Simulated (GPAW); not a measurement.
# Ballistic transport through a carbon nanotube (5, 5); one C replaced by B, cheap and dear

Wanted: the zero-bias transmission of a carbon nanotube (5, 5); one C replaced by B on a ladder of levels, with run times.

Calculated with GPAW 26.7.0; GPAW LCAO, PAW setups; Landauer transmission from Green's functions with principal layers (ASE), zero bias.

Report form: the programs' logs are mostly left out.

## (1) Starting point

The cell holds 240 atoms: 239 C and 1 B. Its edges and angles: a = 14.780 Å, b = 14.780 Å, c = 29.514 Å, α = 90.0°, β = 90.0°, γ = 90.0°. Regions: left lead, 100 atoms (100 C); channel, 40 atoms (39 C and 1 B); right lead, 100 atoms (100 C). Vacuum lies along a and b. The structure is stacked along c, and the current runs across the ab planes.

## (2) GPAW, szp

One radial function a shell plus polarisation makes the matrices smaller; the question is what that costs.

The input, run.py:

```python
import json
import numpy as np
from ase import Atoms
from ase.transport.calculators import TransportCalculator
from gpaw import GPAW, FermiDirac
from gpaw.lcao.tools import get_lcao_hamiltonian
from scipy.linalg import eigh

# The junction with lead layers at both ends, along the third cell vector
device = Atoms(
    ['C', 'C', 'C', 'C', 'C', 'C', 'C', 'C', 'C', 'C', 'C', 'C', 'C', 'C', 'C', 'C', 'C', 'C', 'C', 'C', 'C', 'C', 'C', 'C', 'C', 'C', 'C', 'C', 'C', 'C', 'C', 'C', 'C', 'C', 'C', 'C', 'C', 'C', 'C', 'C', 'C', 'C', 'C', 'C', 'C', 'C', 'C', 'C', 'C', 'C', 'C', 'C', 'C', 'C', 'C', 'C', 'C', 'C', 'C', 'C', 'C', 'C', 'C', 'C', 'C', 'C', 'C', 'C', 'C', 'C', 'C', 'C', 'C', 'C', 'C', 'C', 'C', 'C', 'C', 'C', 'C', 'C', 'C', 'C', 'C', 'C', 'C', 'C', 'C', 'C', 'C', 'C', 'C', 'C', 'C', 'C', 'C', 'C', 'C', 'C', 'C', 'C', 'C', 'C', 'C', 'C', 'C', 'C', 'C', 'C', 'C', 'C', 'C', 'C', 'C', 'C', 'C', 'C', 'C', 'C', 'C', 'B', 'C', 'C', 'C', 'C', 'C', 'C', 'C', 'C', 'C', 'C', 'C', 'C', 'C', 'C', 'C', 'C', 'C', 'C', 'C', 'C', 'C', 'C', 'C', 'C', 'C', 'C', 'C', 'C', 'C', 'C', 'C', 'C', 'C', 'C', 'C', 'C', 'C', 'C', 'C', 'C', 'C', 'C', 'C', 'C', 'C', 'C', 'C', 'C', 'C', 'C', 'C', 'C', 'C', 'C', 'C', 'C', 'C', 'C', 'C', 'C', 'C', 'C', 'C', 'C', 'C', 'C', 'C', 'C', 'C', 'C', 'C', 'C', 'C', 'C', 'C', 'C', 'C', 'C', 'C', 'C', 'C', 'C', 'C', 'C', 'C', 'C', 'C', 'C', 'C', 'C', 'C', 'C', 'C', 'C', 'C', 'C', 'C', 'C', 'C', 'C', 'C', 'C', 'C', 'C', 'C', 'C', 'C', 'C', 'C', 'C', 'C', 'C', 'C', 'C', 'C', 'C', 'C', 'C'],
    positions=[
        [4.07408, 8.09482, 0.61488],
        [4.64743, 9.38259, 0.61488],
        [4.64743, 5.39741, 0.61488],
        [5.69500, 4.45417, 0.61488],
        [7.03565, 10.76143, 0.61488],
        [8.43757, 10.61408, 0.61488],
        [8.43757, 4.16592, 0.61488],
        [9.65835, 4.87074, 0.61488],
        [10.48692, 8.76884, 0.61488],
        [10.78000, 7.39000, 0.61488],
        [4.00000, 7.39000, 1.84463],
        [4.29308, 6.01116, 1.84463],
        [5.12165, 9.90926, 1.84463],
        [6.34243, 10.61408, 1.84463],
        [6.34243, 4.16592, 1.84463],
        [7.74435, 4.01857, 1.84463],
        [9.08500, 10.32583, 1.84463],
        [10.13257, 9.38259, 1.84463],
        [10.13257, 5.39741, 1.84463],
        [10.70592, 6.68518, 1.84463],
        [4.07408, 8.09482, 3.07439],
        [4.64743, 9.38259, 3.07439],
        [4.64743, 5.39741, 3.07439],
        [5.69500, 4.45417, 3.07439],
        [7.03565, 10.76143, 3.07439],
        [8.43757, 10.61408, 3.07439],
        [8.43757, 4.16592, 3.07439],
        [9.65835, 4.87074, 3.07439],
        [10.48692, 8.76884, 3.07439],
        [10.78000, 7.39000, 3.07439],
[... 204 atom lines left out ...]
        [6.34243, 4.16592, 28.89927],
        [7.74435, 4.01857, 28.89927],
        [9.08500, 10.32583, 28.89927],
        [10.13257, 9.38259, 28.89927],
        [10.13257, 5.39741, 28.89927],
        [10.70592, 6.68518, 28.89927]],
    cell=[[14.78, 0.0, 0.0], [0.0, 14.78, 0.0], [0.0, 0.0, 29.51415]],
    pbc=True)

# One principal layer of the lead: the first 60 atoms of the device
lead = Atoms(
    ['C', 'C', 'C', 'C', 'C', 'C', 'C', 'C', 'C', 'C', 'C', 'C', 'C', 'C', 'C', 'C', 'C', 'C', 'C', 'C', 'C', 'C', 'C', 'C', 'C', 'C', 'C', 'C', 'C', 'C', 'C', 'C', 'C', 'C', 'C', 'C', 'C', 'C', 'C', 'C', 'C', 'C', 'C', 'C', 'C', 'C', 'C', 'C', 'C', 'C', 'C', 'C', 'C', 'C', 'C', 'C', 'C', 'C', 'C', 'C'],
    positions=[
        [4.07408, 8.09482, 0.61488],
        [4.64743, 9.38259, 0.61488],
        [4.64743, 5.39741, 0.61488],
        [5.69500, 4.45417, 0.61488],
        [7.03565, 10.76143, 0.61488],
        [8.43757, 10.61408, 0.61488],
        [8.43757, 4.16592, 0.61488],
        [9.65835, 4.87074, 0.61488],
        [10.48692, 8.76884, 0.61488],
        [10.78000, 7.39000, 0.61488],
        [4.00000, 7.39000, 1.84463],
        [4.29308, 6.01116, 1.84463],
        [5.12165, 9.90926, 1.84463],
        [6.34243, 10.61408, 1.84463],
        [6.34243, 4.16592, 1.84463],
        [7.74435, 4.01857, 1.84463],
        [9.08500, 10.32583, 1.84463],
        [10.13257, 9.38259, 1.84463],
        [10.13257, 5.39741, 1.84463],
        [10.70592, 6.68518, 1.84463],
        [4.07408, 8.09482, 3.07439],
        [4.64743, 9.38259, 3.07439],
        [4.64743, 5.39741, 3.07439],
        [5.69500, 4.45417, 3.07439],
        [7.03565, 10.76143, 3.07439],
        [8.43757, 10.61408, 3.07439],
        [8.43757, 4.16592, 3.07439],
        [9.65835, 4.87074, 3.07439],
        [10.48692, 8.76884, 3.07439],
        [10.78000, 7.39000, 3.07439],
        [4.00000, 7.39000, 4.30415],
        [4.29308, 6.01116, 4.30415],
        [5.12165, 9.90926, 4.30415],
        [6.34243, 10.61408, 4.30415],
        [6.34243, 4.16592, 4.30415],
        [7.74435, 4.01857, 4.30415],
        [9.08500, 10.32583, 4.30415],
        [10.13257, 9.38259, 4.30415],
        [10.13257, 5.39741, 4.30415],
        [10.70592, 6.68518, 4.30415],
        [4.07408, 8.09482, 5.53390],
        [4.64743, 9.38259, 5.53390],
        [4.64743, 5.39741, 5.53390],
        [5.69500, 4.45417, 5.53390],
        [7.03565, 10.76143, 5.53390],
        [8.43757, 10.61408, 5.53390],
        [8.43757, 4.16592, 5.53390],
        [9.65835, 4.87074, 5.53390],
        [10.48692, 8.76884, 5.53390],
        [10.78000, 7.39000, 5.53390],
        [4.00000, 7.39000, 6.76366],
        [4.29308, 6.01116, 6.76366],
        [5.12165, 9.90926, 6.76366],
        [6.34243, 10.61408, 6.76366],
        [6.34243, 4.16592, 6.76366],
        [7.74435, 4.01857, 6.76366],
        [9.08500, 10.32583, 6.76366],
        [10.13257, 9.38259, 6.76366],
        [10.13257, 5.39741, 6.76366],
        [10.70592, 6.68518, 6.76366]],
    cell=[[14.78, 0.0, 0.0], [0.0, 14.78, 0.0], [0.0, 0.0, 7.37854]],
    pbc=True)

settings = dict(mode='lcao', basis='szp(dzp)', xc='PBE', h=0.2,
                occupations=FermiDirac(0.1), maxiter=250,
                mixer=dict(beta=0.1, nmaxold=8, weight=100.0),
                convergence=dict(density=0.0001))
energies = np.arange(-2, 2 + 1e-9, 0.05)
eta = 0.0001
n1, n2 = 1, 1
# k and -k transmit alike, so half of the mesh across the current serves
mesh = [(i, j) for i in range(n1) for j in range(n2) if (i, j) <= (-i % n1, -j % n2)]
weights = np.array([1 if (i, j) == (-i % n1, -j % n2) else 2 for i, j in mesh]) / (n1 * n2)

# [... helper functions left out ...]
fermi_lead = ground_state(lead, (1, 1, 15), 'lead.txt')
fermi_device = ground_state(device, (1, 1, 3), 'device.txt')
# [... loop over the mesh left out, but for ...]
        # Shift the lead onto the potential of the device's first layer
        shift = ((H[:, 0, 0] - H0[:, 0, 0]) / S0[0, 0]).real.mean()
# [...]
kT = 8.617333e-5 * 300
bias = [0.1, 0.2, 0.5, 1.0, 1.5, 2.0]
# [... integrals and printing left out ...]
```

The run is started by

```sh
$ OMP_NUM_THREADS=1 OPENBLAS_NUM_THREADS=1 python run.py
```

The job ended after 41 min (1 thread of Intel Xeon 6975P-C (Granite Rapids), shared host; peak memory 4.7 GiB).

Numbers from this step:

```
conductance                                    : 1.951 G₀
largest coupling past the next principal layer : 3.23e-15 eV
largest misfit of the first principal layer    : 0.04413 eV
shift that aligns the lead                     : 0.02435 eV
basis functions of the junction                : 2160
basis functions of a principal layer           : 540
transmission at the Fermi level (one spin)     : 1.952
```

One spin. Transmission, zone mean against energy, zero at the Fermi level:

```tsv
energy (eV)	transmission, zone mean
-2.00	3.95
-1.85	4.11
-1.70	4.41
-1.65	4.42
-1.60	4.37
-1.45	3.07
-1.30	1.06
-1.15	1.25
-1.05	0.990
-0.90	1.20
-0.75	1.54
-0.60	1.73
-0.50	1.81
-0.35	1.88
-0.20	1.92
-0.05	1.95
0.00	1.95
0.05	1.95
0.20	1.97
0.35	1.97
0.50	1.98
0.60	1.98
0.75	1.99
0.90	1.99
1.05	1.99
1.15	1.99
1.30	4.50
1.45	7.18
1.60	7.98
1.70	8.23
1.85	7.72
2.00	7.90
```

Not self-consistent under bias; the bias window is split evenly. Table of current through one cell, from the zero-bias transmission by bias:

```tsv
bias (V)	current through one cell, from the zero-bias transmission (μA)
0.100	15.1
0.200	30.2
0.500	75.4
1.000	150
1.500	221
2.000	284
```

The transmission of the three most open eigenchannels by energy, zero at the Fermi level:

```tsv
energy (eV)	channel 1	channel 2	channel 3
-2.00	0.999	0.997	0.973
-1.90	0.999	0.994	0.979
-1.80	0.999	0.988	0.979
-1.70	0.999	0.973	0.968
-1.55	0.999	0.892	0.876
-1.45	0.999	0.683	0.516
-1.35	0.956	0.186	4.4e-5
-1.25	0.839	0.625	3.4e-9
-1.15	0.953	0.293	1.8e-10
-1.05	0.978	0.0114	1.2e-9
-0.90	0.989	0.214	1.0e-11
-0.80	0.992	0.451	1.7e-12
-0.70	0.994	0.625	0
-0.60	0.995	0.740	0
-0.50	0.996	0.815	0
-0.40	0.996	0.866	0
-0.25	0.997	0.913	0
-0.15	0.997	0.933	0
-0.05	0.997	0.948	0
0.00	0.997	0.955	0
0.05	0.998	0.957	0
0.15	0.998	0.966	0
0.25	0.998	0.972	0
0.40	0.998	0.979	0
0.50	0.998	0.982	0
0.60	0.998	0.985	0
0.70	0.998	0.987	0
0.80	0.998	0.988	1.7e-12
0.90	0.998	0.990	7.3e-12
1.05	0.999	0.991	1.9e-10
1.15	0.999	0.993	1.5e-8
1.25	0.999	0.994	0.429
1.35	0.999	0.993	0.898
1.45	0.998	0.992	0.975
1.55	0.998	0.994	0.989
1.70	0.998	0.997	0.996
1.80	0.998	0.998	0.997
1.90	0.998	0.998	0.995
2.00	0.998	0.998	0.996
```

Couplings past the next layer reach 3.2e-15 eV, small enough to drop; the matrix elements of the cell's first layer differ from the bulk lead's by up to 0.044 eV. That layer keeps its own values in the calculation, and only beyond it is the lead taken as perfect.

## (3) Minimal basis, basis sz(dzp)

The minimal basis is the cheapest rung: no second zeta and no polarisation.

Edit run.py of step 2 so:

```diff
@@ -119,3 +119,3 @@
 
-settings = dict(mode='lcao', basis='szp(dzp)', xc='PBE', h=0.2,
+settings = dict(mode='lcao', basis='sz(dzp)', xc='PBE', h=0.2,
                 occupations=FermiDirac(0.1), maxiter=250,
```

Wall time 5.9 min (1 thread); peak memory 2.6 GiB.

Numbers from this step:

```yaml
conductance: 1.944 G₀
largest_coupling_past_the_next_principal_layer: 2.92e-15 eV
largest_misfit_of_the_first_principal_layer: 0.04339 eV
shift_that_aligns_the_lead: 0.02172 eV
basis_functions_of_the_junction: 960
basis_functions_of_a_principal_layer: 240
transmission_at_the_fermi_level_one_spin: 1.946
```

One spin. The transmission, zone mean by energy, zero at the Fermi level:

energy (eV), transmission, zone mean and a bar from the least value:
```
   -2.000       3.87 #############
   -1.800       4.29 ##############
   -1.700       4.38 ###############
   -1.600       4.21 ##############
   -1.400       1.97 ####
   -1.200       1.36 ##
   -1.000       0.98 
   -0.800       1.36 ##
   -0.600       1.69 ###
   -0.400       1.84 ####
   -0.200       1.91 ####
    0.000       1.95 ####
    0.200       1.96 ####
    0.400       1.97 ####
    0.600       1.98 ####
    0.800       1.99 ####
    1.000       1.99 ####
    1.200       1.99 ####
    1.400       3.11 #########
    1.600       4.98 #################
    1.800       7.48 ############################
    1.900       7.85 ##############################
    2.000       7.27 ###########################
```

Not self-consistent under bias; the bias window is split evenly. Table of current through one cell, from the zero-bias transmission by bias:

```tsv
bias (V)	current through one cell, from the zero-bias transmission (μA)
0.100	15.1
0.200	30.1
0.500	75.1
1.000	149
1.500	219
2.000	281
```

The transmission of the three most open eigenchannels by energy, zero at the Fermi level:

```tsv
energy (eV)	channel 1	channel 2	channel 3
-2.00	0.999	0.996	0.976
-1.90	0.999	0.992	0.980
-1.80	0.999	0.983	0.976
-1.70	0.999	0.959	0.959
-1.55	0.999	0.837	0.791
-1.45	0.998	0.547	5.8e-6
-1.35	0.525	0.240	7.7e-7
-1.25	0.856	0.562	7.6e-10
-1.15	0.948	0.281	6.4e-11
-1.05	0.974	0.0272	2.1e-10
-0.90	0.987	0.144	7.7e-12
-0.80	0.990	0.374	1.1e-12
-0.70	0.993	0.564	0
-0.60	0.994	0.696	0
-0.50	0.995	0.785	0
-0.40	0.996	0.844	0
-0.25	0.997	0.901	0
-0.15	0.997	0.924	0
-0.05	0.997	0.941	0
0.00	0.997	0.949	0
0.05	0.997	0.951	0
0.15	0.998	0.962	0
0.25	0.998	0.968	0
0.40	0.998	0.976	0
0.50	0.998	0.980	0
0.60	0.998	0.983	0
0.70	0.998	0.985	0
0.80	0.998	0.987	0
0.90	0.998	0.988	0
1.05	0.999	0.990	6.2e-12
1.15	0.999	0.991	4.7e-11
1.25	0.999	0.992	1.1e-9
1.35	0.999	0.994	0.126
1.45	0.999	0.994	0.573
1.55	0.999	0.993	0.810
1.70	0.999	0.991	0.969
1.80	0.998	0.994	0.988
1.90	0.998	0.995	0.994
2.00	0.998	0.998	0.996
```

The transmission at the Fermi level comes to 1.95. The current reaches 281 μA at 2 V, close to what the ratio of current to bias at 0.1 V would give.

## (4) revPBE in the szp basis: xc = "revPBE"

Back in the szp basis, the functional changes from PBE to revPBE, to set the spread between functionals beside that between bases.

Edit run.py of step 3 so:

```diff
@@ -119,3 +119,3 @@
 
-settings = dict(mode='lcao', basis='sz(dzp)', xc='PBE', h=0.2,
+settings = dict(mode='lcao', basis='szp(dzp)', xc='revPBE', h=0.2,
                 occupations=FermiDirac(0.1), maxiter=250,
```

The job ended after 41 min (1 thread; peak memory 4.7 GiB).

Numbers from this step:

```yaml
conductance: 1.951 G₀
largest_coupling_past_the_next_principal_layer: 3.50e-15 eV
largest_misfit_of_the_first_principal_layer: 0.04412 eV
shift_that_aligns_the_lead: 0.02434 eV
basis_functions_of_the_junction: 2160
basis_functions_of_a_principal_layer: 540
transmission_at_the_fermi_level_one_spin: 1.952
```

The conductance equals that of the szp run to 0.2 %.

## (5) All levels side by side

Times are for 1 thread of Intel Xeon 6975P-C (Granite Rapids), shared host. The runs compared:

```tsv
no.	run	conductance (G₀)	time	memory (GiB)
1	szp	1.951	41 min	4.7
2	sz	1.944	5.9 min	2.6
3	szp revPBE	1.951	41 min	4.7
```

## (6) Comparison

The curves are compared point by point over the common energies.

This step: comparison of transmission and cost over codes and levels (GPAW 26.7.0).

Ladder, by row:

```tsv
step	code	T at the Fermi level (sum over the listed spins)	conductance (G0)	r.m.s. T(E) from the first	wall time (s)	peak memory (GiB)	threads
szp	GPAW	1.952	1.951	0	2483	4.71	1
sz	GPAW	1.946	1.944	1.056	355.5	2.63	1
szp-revPBE	GPAW	1.952	1.951	0.04395	2483	4.72	1
```

Transmission, zone mean, sum over the listed spins against energy, zero at the Fermi level:

```tsv
energy (eV)	szp	sz	szp-revPBE
-2.00	3.95	3.87	3.94
-1.85	4.11	4.18	4.14
-1.70	4.41	4.38	4.41
-1.65	4.42	4.34	4.41
-1.60	4.37	4.21	4.35
-1.45	3.07	1.55	2.85
-1.30	1.06	1.27	1.21
-1.15	1.25	1.23	1.22
-1.05	0.990	1.00	0.986
-0.90	1.20	1.13	1.22
-0.75	1.54	1.47	1.55
-0.60	1.73	1.69	1.74
-0.50	1.81	1.78	1.81
-0.35	1.88	1.86	1.88
-0.20	1.92	1.91	1.92
-0.05	1.95	1.94	1.95
0.00	1.95	1.95	1.95
0.05	1.95	1.95	1.95
0.20	1.97	1.96	1.97
0.35	1.97	1.97	1.97
0.50	1.98	1.98	1.98
0.60	1.98	1.98	1.98
0.75	1.99	1.98	1.99
0.90	1.99	1.99	1.99
1.05	1.99	1.99	1.99
1.15	1.99	1.99	1.99
1.30	4.50	1.99	4.44
1.45	7.18	3.72	7.16
1.60	7.98	4.98	7.97
1.70	8.23	6.65	8.29
1.85	7.72	7.73	7.72
2.00	7.90	7.27	7.89
```

## (7) Summary of results

* conductance: 1.95 G₀
* transmission at the Fermi level, mean of the spins: 1.95
* thermopower: about 0 (under 1.5 μV/K)

**Reading.** In the szp basis the junction conducts 1.95 G₀ at 300 K, with T = 1.95 a spin at the Fermi level; the sz basis reaches that conductance within 10 %. At the Fermi level two eigenchannels carry the current (1.00 and 0.95). Measured against the first run (szp), the nearest curve is that of szp-revPBE (r.m.s. 0.044) and the farthest that of sz (1.1). Over the compared runs wall time goes from 356 s (sz) to 2483 s (szp-revPBE), on a shared host. The geometry was built from estimated bond lengths and not relaxed, so the numbers describe this model structure. The run had no spin polarisation, so a magnetic state, which chains and small molecules with open shells often have, wasn't tested. The currents use the zero-bias T(E) throughout, which holds only while the bias is small against the distance to the nearest feature. The energy step is wider than the thermal energy, so the conductance and thermopower rest on interpolation of T(E).

[Logs are printed without paths, hosts, clocks, repeated set-up lines and the standing remarks that a program may print on its own settings, such as how far it seeks lower states.]

[Hosts, paths, dates, database ids (printed as entryN), source tags and the programs' standing remarks are cut or masked in the printed files.]
